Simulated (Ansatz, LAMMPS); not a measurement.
# An extra electron or hole in glassy 97GeO2-3Na2O (mol %) (93 atoms)

Aim: add and remove one electron in glassy 97GeO2-3Na2O (mol %) (93 atoms), with atoms held and relaxed, and read trapping energy and localisation.

Program: Ansatz 0.2.0. Level of theory: Kohn-Sham DFT, PBE, PAW (set soft_2), plane waves. Values are calculated unless marked as measured.

### Step 1. Starting point

The cell holds 93 atoms: 30 Ge, 2 Na and 61 O. Its edges and angles: a = 11.329 Å, b = 11.329 Å, c = 11.329 Å, α = 90.0°, β = 90.0°, γ = 90.0°. 93 atoms (30 Ge, 2 Na, 61 O) placed at random at 3.66 g/cm³, melted at 4000 K for 10 ps at fixed volume with the Morse and Coulomb pair potential with partial charges (Pedone, Malavasi, Menziani, Cormack and Segre, J. Phys. Chem. B 110, 11780 (2006)). Quenched from 4000 K to 300 K at 60 K/ps and fixed volume, held 10 ps at zero pressure.

What the set-up can't give: The quench rate of 60 K/ps is orders of magnitude faster than experiment, which tends to freeze in extra defects. The network of bonds at the start is that of the classical potential that made the cell, and needn't be the one that DFT or experiment would give. Sampling is at Γ alone, for a cell whose shortest periodic width is 11 Å.

### Step 2. Single point at the start

The forces at the start show how far the geometry lies from a minimum of this functional.

input.yaml

```yaml
crystal:
  lattice:
    - [11.32922, 0.0, 0.0]
    - [0.0, 11.32922, 0.0]
    - [0.0, 0.0, 11.32922]
  atoms:
    - { symbol: Ge, position: [0.75246, 0.08085, 0.45913] }
    - { symbol: Ge, position: [0.02045, 0.48333, 0.16926] }
    - { symbol: Ge, position: [0.91233, 0.46008, 0.5244] }
    - { symbol: Ge, position: [0.00532, 0.14949, 0.12531] }
    - { symbol: Ge, position: [0.23824, 0.94917, 0.76081] }
    - { symbol: Ge, position: [0.16097, 0.64463, 0.50325] }
    - { symbol: Ge, position: [0.09074, 0.87239, 0.06678] }
    - { symbol: Ge, position: [0.29134, 0.47361, 0.28378] }
    - { symbol: Ge, position: [0.33457, 0.67501, 0.75071] }
    - { symbol: Ge, position: [0.36703, 0.089, 0.22268] }
    - { symbol: Ge, position: [0.97123, 0.30113, 0.76357] }
    - { symbol: Ge, position: [0.23868, 0.17657, 0.96122] }
    - { symbol: Ge, position: [0.27614, 0.10802, 0.50586] }
    - { symbol: Ge, position: [0.44239, 0.41117, 0.52134] }
    - { symbol: Ge, position: [0.6603, 0.61769, 0.49546] }
    - { symbol: Ge, position: [0.00168, 0.19424, 0.42606] }
    - { symbol: Ge, position: [0.0085, 0.73154, 0.31646] }
    - { symbol: Ge, position: [0.71631, 0.77087, 0.76186] }
    - { symbol: Ge, position: [0.75655, 0.41219, 0.1536] }
    - { symbol: Ge, position: [0.53479, 0.17248, 0.64544] }
    - { symbol: Ge, position: [0.70449, 0.67655, 0.05196] }
    - { symbol: Ge, position: [0.09837, 0.54274, 0.8867] }
    - { symbol: Ge, position: [0.37664, 0.86073, 0.05066] }
    - { symbol: Ge, position: [0.76329, 0.20204, 0.97097] }
    - { symbol: Ge, position: [0.72708, 0.82577, 0.30352] }
    - { symbol: Ge, position: [0.40717, 0.36891, 0.79573] }
    - { symbol: Ge, position: [0.43292, 0.56487, 0.03384] }
    - { symbol: Ge, position: [0.98557, 0.79505, 0.80958] }
    - { symbol: Ge, position: [0.59154, 0.27491, 0.33761] }
    - { symbol: Ge, position: [0.56963, 0.00235, 0.86797] }
    - { symbol: Na, position: [0.64849, 0.50087, 0.7867] }
    - { symbol: Na, position: [0.98952, 0.00731, 0.66959] }
    - { symbol: O, position: [0.00518, 0.17178, 0.27574] }
    - { symbol: O, position: [0.78622, 0.55563, 0.1006] }
    - { symbol: O, position: [0.25424, 0.00032, 0.61724] }
    - { symbol: O, position: [0.65989, 0.39749, 0.26692] }
    - { symbol: O, position: [0.70432, 0.7919, 0.15234] }
    - { symbol: O, position: [0.23865, 0.58346, 0.85846] }
    - { symbol: O, position: [0.23512, 0.06039, 0.86873] }
    - { symbol: O, position: [0.47455, 0.93358, 0.96767] }
    - { symbol: O, position: [0.31508, 0.27925, 0.87311] }
    - { symbol: O, position: [0.53555, 0.3014, 0.73371] }
    - { symbol: O, position: [0.71734, 0.18877, 0.35828] }
    - { symbol: O, position: [0.8732, 0.79141, 0.32048] }
    - { symbol: O, position: [0.53675, 0.53299, 0.50625] }
    - { symbol: O, position: [0.32705, 0.82268, 0.77413] }
    - { symbol: O, position: [0.95134, 0.33474, 0.44725] }
    - { symbol: O, position: [0.89872, 0.09624, 0.48821] }
    - { symbol: O, position: [0.43536, 0.46263, 0.91895] }
    - { symbol: O, position: [0.98703, 0.82714, 0.96286] }
    - { symbol: O, position: [0.49667, 0.07827, 0.75896] }
    - { symbol: O, position: [0.66396, 0.094, 0.93318] }
    - { symbol: O, position: [0.8529, 0.24904, 0.85428] }
    - { symbol: O, position: [0.1045, 0.2175, 0.02568] }
    - { symbol: O, position: [0.15115, 0.42855, 0.22637] }
    - { symbol: O, position: [0.86505, 0.13496, 0.06166] }
    - { symbol: O, position: [0.03882, 0.55301, 0.52895] }
    - { symbol: O, position: [0.24068, 0.5899, 0.37947] }
    - { symbol: O, position: [0.5481, 0.30265, 0.48616] }
    - { symbol: O, position: [0.63704, 0.89428, 0.78854] }
    - { symbol: O, position: [0.36427, 0.39936, 0.39499] }
    - { symbol: O, position: [0.08501, 0.76099, 0.43994] }
    - { symbol: O, position: [0.77852, 0.52063, 0.48491] }
    - { symbol: O, position: [0.31585, 0.14153, 0.09087] }
    - { symbol: O, position: [0.30852, 0.07139, 0.3581] }
    - { symbol: O, position: [0.36384, 0.41894, 0.65362] }
    - { symbol: O, position: [0.72019, 0.70495, 0.89819] }
    - { symbol: O, position: [0.37967, 0.50034, 0.16158] }
    - { symbol: O, position: [0.72005, 0.94966, 0.3872] }
    - { symbol: O, position: [0.65552, 0.71344, 0.37891] }
    - { symbol: O, position: [0.08013, 0.78784, 0.19509] }
    - { symbol: O, position: [0.06514, 0.54454, 0.03743] }
    - { symbol: O, position: [0.04151, 0.18745, 0.7043] }
    - { symbol: O, position: [0.01869, 0.64578, 0.80266] }
    - { symbol: O, position: [0.06432, 0.01298, 0.10483] }
    - { symbol: O, position: [0.25094, 0.66609, 0.61658] }
    - { symbol: O, position: [0.40232, 0.9505, 0.17888] }
    - { symbol: O, position: [0.22717, 0.87246, 0.01523] }
    [... 9 atom lines left out ...]
    - { symbol: O, position: [0.58248, 0.59389, 0.05359] }
    - { symbol: O, position: [0.38006, 0.70608, 0.04094] }
    - { symbol: O, position: [0.69252, 0.69366, 0.62749] }
    - { symbol: O, position: [0.97944, 0.5861, 0.27392] }
    - { symbol: O, position: [0.65989, 0.11046, 0.58168] }
    - { symbol: O, position: [0.90454, 0.38185, 0.15661] }
kpoints:
  mp_grid: { grid: [1, 1, 1] }
hamiltonian:
  xc: pbe
scf:
  occupations: { method: fermi_dirac, width: 0.025 }
output:
  forces: true
```

The run is started by

```
> ansatz run input.yaml --threads 4 --pin off --max-ram 8192MiB --backend cpu --events-out ev --progress --plain --runs-dir out
```

Output:

```text
Engine: ansatz 0.2.0, x86_64-unknown-linux-gnu
Pseudopotentials: kind: paw
Pseudopotential: Ge, paw, valence charge 14, recommended cutoff 420 eV (normal), Ge.paw.azcp
Pseudopotential: Na, paw, valence charge 9, recommended cutoff 420 eV (normal), Na.paw.azcp
Pseudopotential: O, paw, valence charge 6, recommended cutoff 420 eV (normal), O.paw.azcp
[... 5 lines on functional and potentials left out ...]
Crystal: 93 atoms, lattice volume = 1454.119 Å³
Basis set: ecut = 420 eV, 28425 PW (Γ), exchange–correlation on 160×160×160 points (8 copies of the dense FFT grid, shifted against one another)
Bands: 495, of which v1, the nominal top of the filled ones, is band 402 counted from 1 (401 counted from 0)
Symmetry: 1 space group operations
Space group: P1 (ITA 1), of the structure as read, at distance tolerance 1.1e-4 Å
k-points: 1
[... 7 lines on functional and potentials left out ...]
Initial density: superposition of atomic densities (neutral atoms: chi_scale 0, normalization atom), corrected by the library's trained network
Initial wavefunctions: pseudopotential atomic-orbital guess
Functional: x = pbe(κ = 0.804, μ = 0.219515), c = pbe(β = 0.066725)
SCF iter   1: F=—  HF=-166413.409284 eV  |F-HF|=—  |Δ(HF+E_count)|=         —  Δρ=2.98e-3  dr2=1.69e-1  ethr=1.77e-3  ⟨swp⟩=6.0  Hψ=1945  notcnv=0  defer=56
preconditioner: auto → Resta (q_TF=auto, 2.472 Å⁻¹)  ε∞=2.7  [insulator: Δε(μ)=1.351 eV  Ē_g=21.113 eV  σ=0.025 eV  W_gap=1.00  n_scr=364 (ndim 8)  ℏωp=27.5 eV  f_vac=0.274  D(μ)=0.00/eV (n_scr^D=0)  ε∞_Penn≈2.7]
SCF iter   2: F=—  HF=-166413.388345 eV  |F-HF|=—  |Δ(HF+E_count)|=   2.09e-2  Δρ=1.68e-3  dr2=3.70e-2  ethr=2.10e-5  ⟨swp⟩=2.0  Hψ=764  notcnv=0  defer=84
SCF iter   3: F=—  HF=-166413.385346 eV  |F-HF|=—  |Δ(HF+E_count)|=   3.00e-3  Δρ=7.38e-4  dr2=1.20e-2  ethr=4.60e-6  ⟨swp⟩=2.0  Hψ=605  notcnv=0  defer=55
automatic band count: iteration 3 solves 466 bands in place of 495: the levels show a gap, and the empty bands left out lie too high to hold charge; the band table lists the bands solved (type scf.n_extra_bands for more)
SCF iter   4: F=—  HF=-166413.384120 eV  |F-HF|=—  |Δ(HF+E_count)|=   1.23e-3  Δρ=3.06e-4  dr2=1.45e-3  ethr=1.49e-6  ⟨swp⟩=2.0  Hψ=669  notcnv=0  defer=55
SCF iter   5: F=—  HF=-166413.384040 eV  |F-HF|=—  |Δ(HF+E_count)|=   8.01e-5  Δρ=1.55e-4  dr2=3.63e-4  ethr=1.81e-7  ⟨swp⟩=2.0  Hψ=681  notcnv=0  defer=55
SCF iter   6: F=—  HF=-166413.383998 eV  |F-HF|=—  |Δ(HF+E_count)|=   4.18e-5  Δρ=5.07e-5  dr2=3.84e-5  ethr=4.51e-8  ⟨swp⟩=2.0  Hψ=601  notcnv=0  defer=55
SCF iter   7: F=—  HF=-166413.381715 eV  |F-HF|=—  |Δ(HF+E_count)|=   2.28e-3  Δρ=2.33e-5  dr2=7.51e-6  ethr=4.78e-9  ⟨swp⟩=2.0  Hψ=730  notcnv=0  defer=55
SCF iter   8: F=—  HF=-166413.381718 eV  |F-HF|=—  |Δ(HF+E_count)|=   3.10e-6  Δρ=9.99e-6  dr2=1.34e-6  ethr=9.34e-10  ⟨swp⟩=2.0  Hψ=675  notcnv=0  defer=55
SCF iter   9: F=—  HF=-166413.381718 eV  |F-HF|=—  |Δ(HF+E_count)|=   3.55e-7  Δρ=3.18e-6  dr2=1.55e-7  ethr=1.66e-10  ⟨swp⟩=2.0  Hψ=683  notcnv=0  defer=55
SCF iter  10: F=-166413.381718 eV  HF=-166413.381718 eV  |F-HF|=1.51e-8  |Δ(HF+E_count)|=   1.13e-7  Δρ=1.27e-6  dr2=2.44e-8  ethr=1.24e-11  ⟨swp⟩=4.0  Hψ=1399  notcnv=0
SCF 1 converged in 10 iterations: F = -166413.381718 eV  dr2 = 2.44e-8
  greatest PAW one-centre occupation: 0.999 electrons in one spin orbital (limit 2), on the Na atom at site 31 (counted from 0), in its partial waves of l = 0
SCF converged after 10 iterations
Free energy (F): -166413.381718 eV
Harris-Foulkes:  -166413.381718 eV  (|F-HF|=1.51e-8)
Internal energy: -166413.381718 eV  (E = F + TS)
E sigma→0 (E₀):  -166413.381718 eV
Fermi energy:    4.441879 eV
--- Per-component energies (eV) ---
  E_band       = -8504.000611
  E_kinetic    = 14324.965413
  E_local      = -128979.077981  (includes V_loc(G=0)·N_el)
  E_nonlocal   = 15980.210869
  E_hartree    = 54956.296454
  E_xc         = -6784.692741
  E_vxc        = -7710.764977  (∫ρ·V_xc dr)
  E_paw        = -71015.361284  (= ΣΔE_a)
  E_vpaw       = -12032.079290  (= ΣTr[D̂ρ^β])
  E_aug_tail   = 0.163106  (compensation charges beyond the density's cutoff)
  E_ewald      = -44895.885554
  E_smearing   = -0.000000  (= −TS)
  E_closure    = 0.000000  (closes the sum)
  Σ components = -166413.381718   (vs F -166413.381718, Δ=0.00e0)
--- Forces (eV/Å), atoms counted from 1 ---
  atom   1  Ge    -2.06905837     0.68188188    -0.38830109
  atom   2  Ge     0.46229979     0.80692333    -0.04739219
  atom   3  Ge     2.04234296     0.42190622     0.76666657
  atom   4  Ge    -0.59216089     0.07100798    -0.99358251
  atom   5  Ge     1.35728456     0.24393239     0.35146083
  atom   6  Ge    -0.49708716    -2.40298136    -1.71542739
  atom   7  Ge    -2.62354398    -1.31997624     1.39236363
  atom   8  Ge    -2.87670904     2.15536820     0.16160617
  atom   9  Ge    -0.72744999    -2.31663598     0.20089981
  atom  10  Ge     1.83355890     1.80230266    -0.33785606
  atom  11  Ge    -0.85875873     0.42741780    -0.35718421
  atom  12  Ge    -0.05403340     0.99230353     1.02869239
  atom  13  Ge    -0.30414047    -0.72496557     0.26510292
  atom  14  Ge     0.99872560     1.03497130     1.05606658
[...]
atom  92  O      0.86720513    -0.78065269     0.33335413
  atom  93  O      2.05172409    -1.59794284     0.61724697
  max |Σ_I F_I| component: 3.04e-5 eV/Å
```

It took 26 s on 4 threads of Intel Xeon Platinum 8488C (Sapphire Rapids), shared host; peak memory 2.2 GiB; 87 s of CPU time.

The r.m.s. force at the start is 1.1 eV/Å.

### Step 3. Relaxation

The atoms are relaxed in the fixed cell, aiming at the force tolerance of the input.

input.yaml

```yaml
crystal:
  lattice:
    - [11.32922, 0.0, 0.0]
    - [0.0, 11.32922, 0.0]
    - [0.0, 0.0, 11.32922]
  atoms:
    [... the 93 atom lines of step 2 ...]
kpoints:
  mp_grid: { grid: [1, 1, 1] }
hamiltonian:
  xc: pbe
scf:
  occupations: { method: fermi_dirac, width: 0.025 }
output:
  forces: true
relax:
  f_tol: 0.05
  max_steps: 120
```

Output:

```text
[...]
Crystal: 93 atoms, lattice volume = 1454.119 Å³
Basis set: ecut = 420 eV, 28425 PW (Γ), exchange–correlation on 160×160×160 points (8 copies of the dense FFT grid, shifted against one another)
Bands: 495, of which v1, the nominal top of the filled ones, is band 402 counted from 1 (401 counted from 0)
Symmetry: 1 space group operations
[...]
k-points: 1
[...]
SCF iter   1: F=—  HF=-166413.409284 eV  |F-HF|=—  |Δ(HF+E_count)|=         —  Δρ=2.98e-3  dr2=1.69e-1  ethr=1.77e-3  ⟨swp⟩=6.0  Hψ=1945  notcnv=0  defer=56
[...]
SCF iter   5: F=—  HF=-166413.381704 eV  |F-HF|=—  |Δ(HF+E_count)|=   9.46e-5  Δρ=1.55e-4  dr2=3.63e-4  ethr=1.80e-7  ⟨swp⟩=2.0  Hψ=759  notcnv=0  defer=84
SCF iter   6: F=-166413.381703 eV  HF=-166413.381708 eV  |F-HF|=4.94e-6  |Δ(HF+E_count)|=   3.58e-6  Δρ=5.09e-5  dr2=3.86e-5  ethr=7.77e-9  ⟨swp⟩=2.0  Hψ=1502  notcnv=0
SCF 1 converged in 6 iterations: F = -166413.381703 eV  dr2 = 3.86e-5
[...]
relax step   1: F+E_penalty+E_count = -166413.38170284 eV  Δ(F+E_penalty+E_count) = +0.000e0 eV  max|allowed force component| = 3.723e0 eV/Å  Δτ_max = 0.0000 Å  (6 SCF iters, dr2 threshold 6.25e-5 eV, accepted)
[...]
relax step   2: F+E_penalty+E_count = -166418.79929004 eV  Δ(F+E_penalty+E_count) = -5.418e0 eV  max|allowed force component| = 2.107e0 eV/Å  Δτ_max = 0.1555 Å  (7 SCF iters, dr2 threshold 1.00e-4 eV, accepted)
[...]
relax step   3: F+E_penalty+E_count = -166422.24561527 eV  Δ(F+E_penalty+E_count) = -3.446e0 eV  max|allowed force component| = 5.040e-1 eV/Å  Δτ_max = 0.1949 Å  (7 SCF iters, dr2 threshold 1.00e-4 eV, accepted)
relax step   4: F+E_penalty+E_count = -166422.90948615 eV  Δ(F+E_penalty+E_count) = -6.639e-1 eV  max|allowed force component| = 4.327e-1 eV/Å  Δτ_max = 0.2000 Å  (8 SCF iters, dr2 threshold 1.59e-5 eV, accepted)
relax step   5: F+E_penalty+E_count = -166423.38413678 eV  Δ(F+E_penalty+E_count) = -4.747e-1 eV  max|allowed force component| = 2.275e-1 eV/Å  Δτ_max = 0.2000 Å  (8 SCF iters, dr2 threshold 1.17e-5 eV, accepted)
relax step   6: F+E_penalty+E_count = -166423.55870054 eV  Δ(F+E_penalty+E_count) = -1.746e-1 eV  max|allowed force component| = 3.317e-1 eV/Å  Δτ_max = 0.1933 Å  (8 SCF iters, dr2 threshold 1.43e-5 eV, accepted)
relax step   7: F+E_penalty+E_count = -166423.76736414 eV  Δ(F+E_penalty+E_count) = -2.087e-1 eV  max|allowed force component| = 2.360e-1 eV/Å  Δτ_max = 0.2000 Å  (8 SCF iters, dr2 threshold 3.04e-5 eV, accepted)
relax step   8: F+E_penalty+E_count = -166423.89991223 eV  Δ(F+E_penalty+E_count) = -1.325e-1 eV  max|allowed force component| = 2.396e-1 eV/Å  Δτ_max = 0.2000 Å  (7 SCF iters, dr2 threshold 2.82e-5 eV, accepted)
relax step   9: F+E_penalty+E_count = -166424.06863512 eV  Δ(F+E_penalty+E_count) = -1.687e-1 eV  max|allowed force component| = 4.031e-1 eV/Å  Δτ_max = 0.1950 Å  (7 SCF iters, dr2 threshold 2.91e-5 eV, accepted)
relax step  10: F+E_penalty+E_count = -166424.29931022 eV  Δ(F+E_penalty+E_count) = -2.307e-1 eV  max|allowed force component| = 5.645e-1 eV/Å  Δτ_max = 0.1946 Å  (7 SCF iters, dr2 threshold 1.00e-4 eV, accepted)
relax step  11: F+E_penalty+E_count = -166424.53294577 eV  Δ(F+E_penalty+E_count) = -2.336e-1 eV  max|allowed force component| = 3.338e-1 eV/Å  Δτ_max = 0.1965 Å  (7 SCF iters, dr2 threshold 1.00e-4 eV, accepted)
relax step  12: F+E_penalty+E_count = -166424.61640823 eV  Δ(F+E_penalty+E_count) = -8.346e-2 eV  max|allowed force component| = 9.442e-1 eV/Å  Δτ_max = 0.1953 Å  (7 SCF iters, dr2 threshold 3.90e-5 eV, accepted)
relax step  13: F+E_penalty+E_count = -166424.79605279 eV  Δ(F+E_penalty+E_count) = -1.796e-1 eV  max|allowed force component| = 5.069e-1 eV/Å  Δτ_max = 0.2000 Å  (7 SCF iters, dr2 threshold 1.00e-4 eV, accepted)
relax step  14: F+E_penalty+E_count = -166424.95591663 eV  Δ(F+E_penalty+E_count) = -1.599e-1 eV  max|allowed force component| = 3.326e-1 eV/Å  Δτ_max = 0.1951 Å  (7 SCF iters, dr2 threshold 7.40e-5 eV, accepted)
relax step  15: F+E_penalty+E_count = -166425.11831993 eV  Δ(F+E_penalty+E_count) = -1.624e-1 eV  max|allowed force component| = 3.035e-1 eV/Å  Δτ_max = 0.1951 Å  (7 SCF iters, dr2 threshold 3.19e-5 eV, accepted)
relax step  16: F+E_penalty+E_count = -166425.29222992 eV  Δ(F+E_penalty+E_count) = -1.739e-1 eV  max|allowed force component| = 2.262e-1 eV/Å  Δτ_max = 0.2000 Å  (7 SCF iters, dr2 threshold 3.97e-5 eV, accepted)
relax step  17: F+E_penalty+E_count = -166425.34269305 eV  Δ(F+E_penalty+E_count) = -5.046e-2 eV  max|allowed force component| = 7.527e-1 eV/Å  Δτ_max = 0.1940 Å  (7 SCF iters, dr2 threshold 2.84e-5 eV, accepted)
relax step  18: F+E_penalty+E_count = -166425.45155650 eV  Δ(F+E_penalty+E_count) = -1.089e-1 eV  max|allowed force component| = 3.484e-1 eV/Å  Δτ_max = 0.2000 Å  (6 SCF iters, dr2 threshold 1.00e-4 eV, accepted)
relax step  19: F+E_penalty+E_count = -166425.52202265 eV  Δ(F+E_penalty+E_count) = -7.047e-2 eV  max|allowed force component| = 1.749e-1 eV/Å  Δτ_max = 0.1981 Å  (7 SCF iters, dr2 threshold 2.60e-5 eV, accepted)
relax step  20: F+E_penalty+E_count = -166425.53507593 eV  Δ(F+E_penalty+E_count) = -1.305e-2 eV  max|allowed force component| = 2.116e-1 eV/Å  Δτ_max = 0.1974 Å  (8 SCF iters, dr2 threshold 6.55e-6 eV, accepted)
relax step  21: F+E_penalty+E_count = -166425.56272398 eV  Δ(F+E_penalty+E_count) = -2.765e-2 eV  max|allowed force component| = 6.215e-2 eV/Å  Δτ_max = 0.1425 Å  (7 SCF iters, dr2 threshold 1.13e-5 eV, accepted)
relax step  22: F+E_penalty+E_count = -166425.56681938 eV  Δ(F+E_penalty+E_count) = -4.095e-3 eV  max|allowed force component| = 5.610e-2 eV/Å  Δτ_max = 0.0570 Å  (9 SCF iters, accepted)
relax step  23: F+E_penalty+E_count = -166425.56841983 eV  Δ(F+E_penalty+E_count) = -1.600e-3 eV  max|allowed force component| = 9.178e-2 eV/Å  Δτ_max = 0.0486 Å  (8 SCF iters, accepted)
relax step  24: F+E_penalty+E_count = -166425.57066972 eV  Δ(F+E_penalty+E_count) = -2.250e-3 eV  max|allowed force component| = 1.758e-2 eV/Å  Δτ_max = 0.0237 Å  (6 SCF iters, dr2 threshold 6.86e-6 eV, accepted)
[...]
relax step  25: F+E_penalty+E_count = -166425.57066979 eV  Δ(F+E_penalty+E_count) = -7.029e-8 eV  max|allowed force component| = 1.758e-2 eV/Å  Δτ_max = 0.0000 Å  (3 SCF iters, accepted)
SCF converged after 3 iterations
Free energy (F): -166425.570670 eV
[...]
Internal energy: -166425.570670 eV  (E = F + TS)
E sigma→0 (E₀):  -166425.570670 eV
Fermi energy:    4.282755 eV
[...]
Σ components = -166425.570670   (vs F -166425.570670, Δ=0.00e0)
--- Forces (eV/Å), atoms counted from 1 ---
  atom   1  Ge     0.00029091     0.00169430    -0.00283343
  atom   2  Ge     0.00419591    -0.00018918     0.00274935
  atom   3  Ge    -0.00110292    -0.00145439    -0.00106268
  atom   4  Ge     0.00041352     0.00397743     0.00433649
[...]
atom  93  O     -0.00910531    -0.00173952    -0.00279096
  max |Σ_I F_I| component: 1.57e-4 eV/Å
--- Relaxed structure (25 steps of the walk, 25 accepted, 0 SCFs on fresh bases) ---
  F+E_penalty+E_count = -166425.57066979 eV   max|allowed force component| = 1.758e-2 eV/Å
  atoms:
    - { symbol: Ge, position: [0.736676, 0.084476, 0.429608] }
    - { symbol: Ge, position: [0.023761, 0.480251, 0.177718] }
    - { symbol: Ge, position: [0.927192, 0.448296, 0.537147] }
    - { symbol: Ge, position: [0.025766, 0.130466, 0.111319] }
[...]
- { symbol: O, position: [0.909396, 0.373188, 0.162802] }
```

It took 5.8 min on 4 threads; peak memory 2.1 GiB.

The relaxation converged after 25 steps, 12.2 eV below its start, with a largest force component of 0.018 eV/Å.

[end of part 1 of 4]

[Long decimals in the printed logs are rounded to 6 places.]

[Logs are printed without paths, hosts, clocks, repeated set-up lines and the standing remarks that a program may print on its own settings, such as how far it seeks lower states.]

[Hosts, paths, dates, database ids (printed as entryN), source tags and the programs' standing remarks are cut or masked in the printed files.]
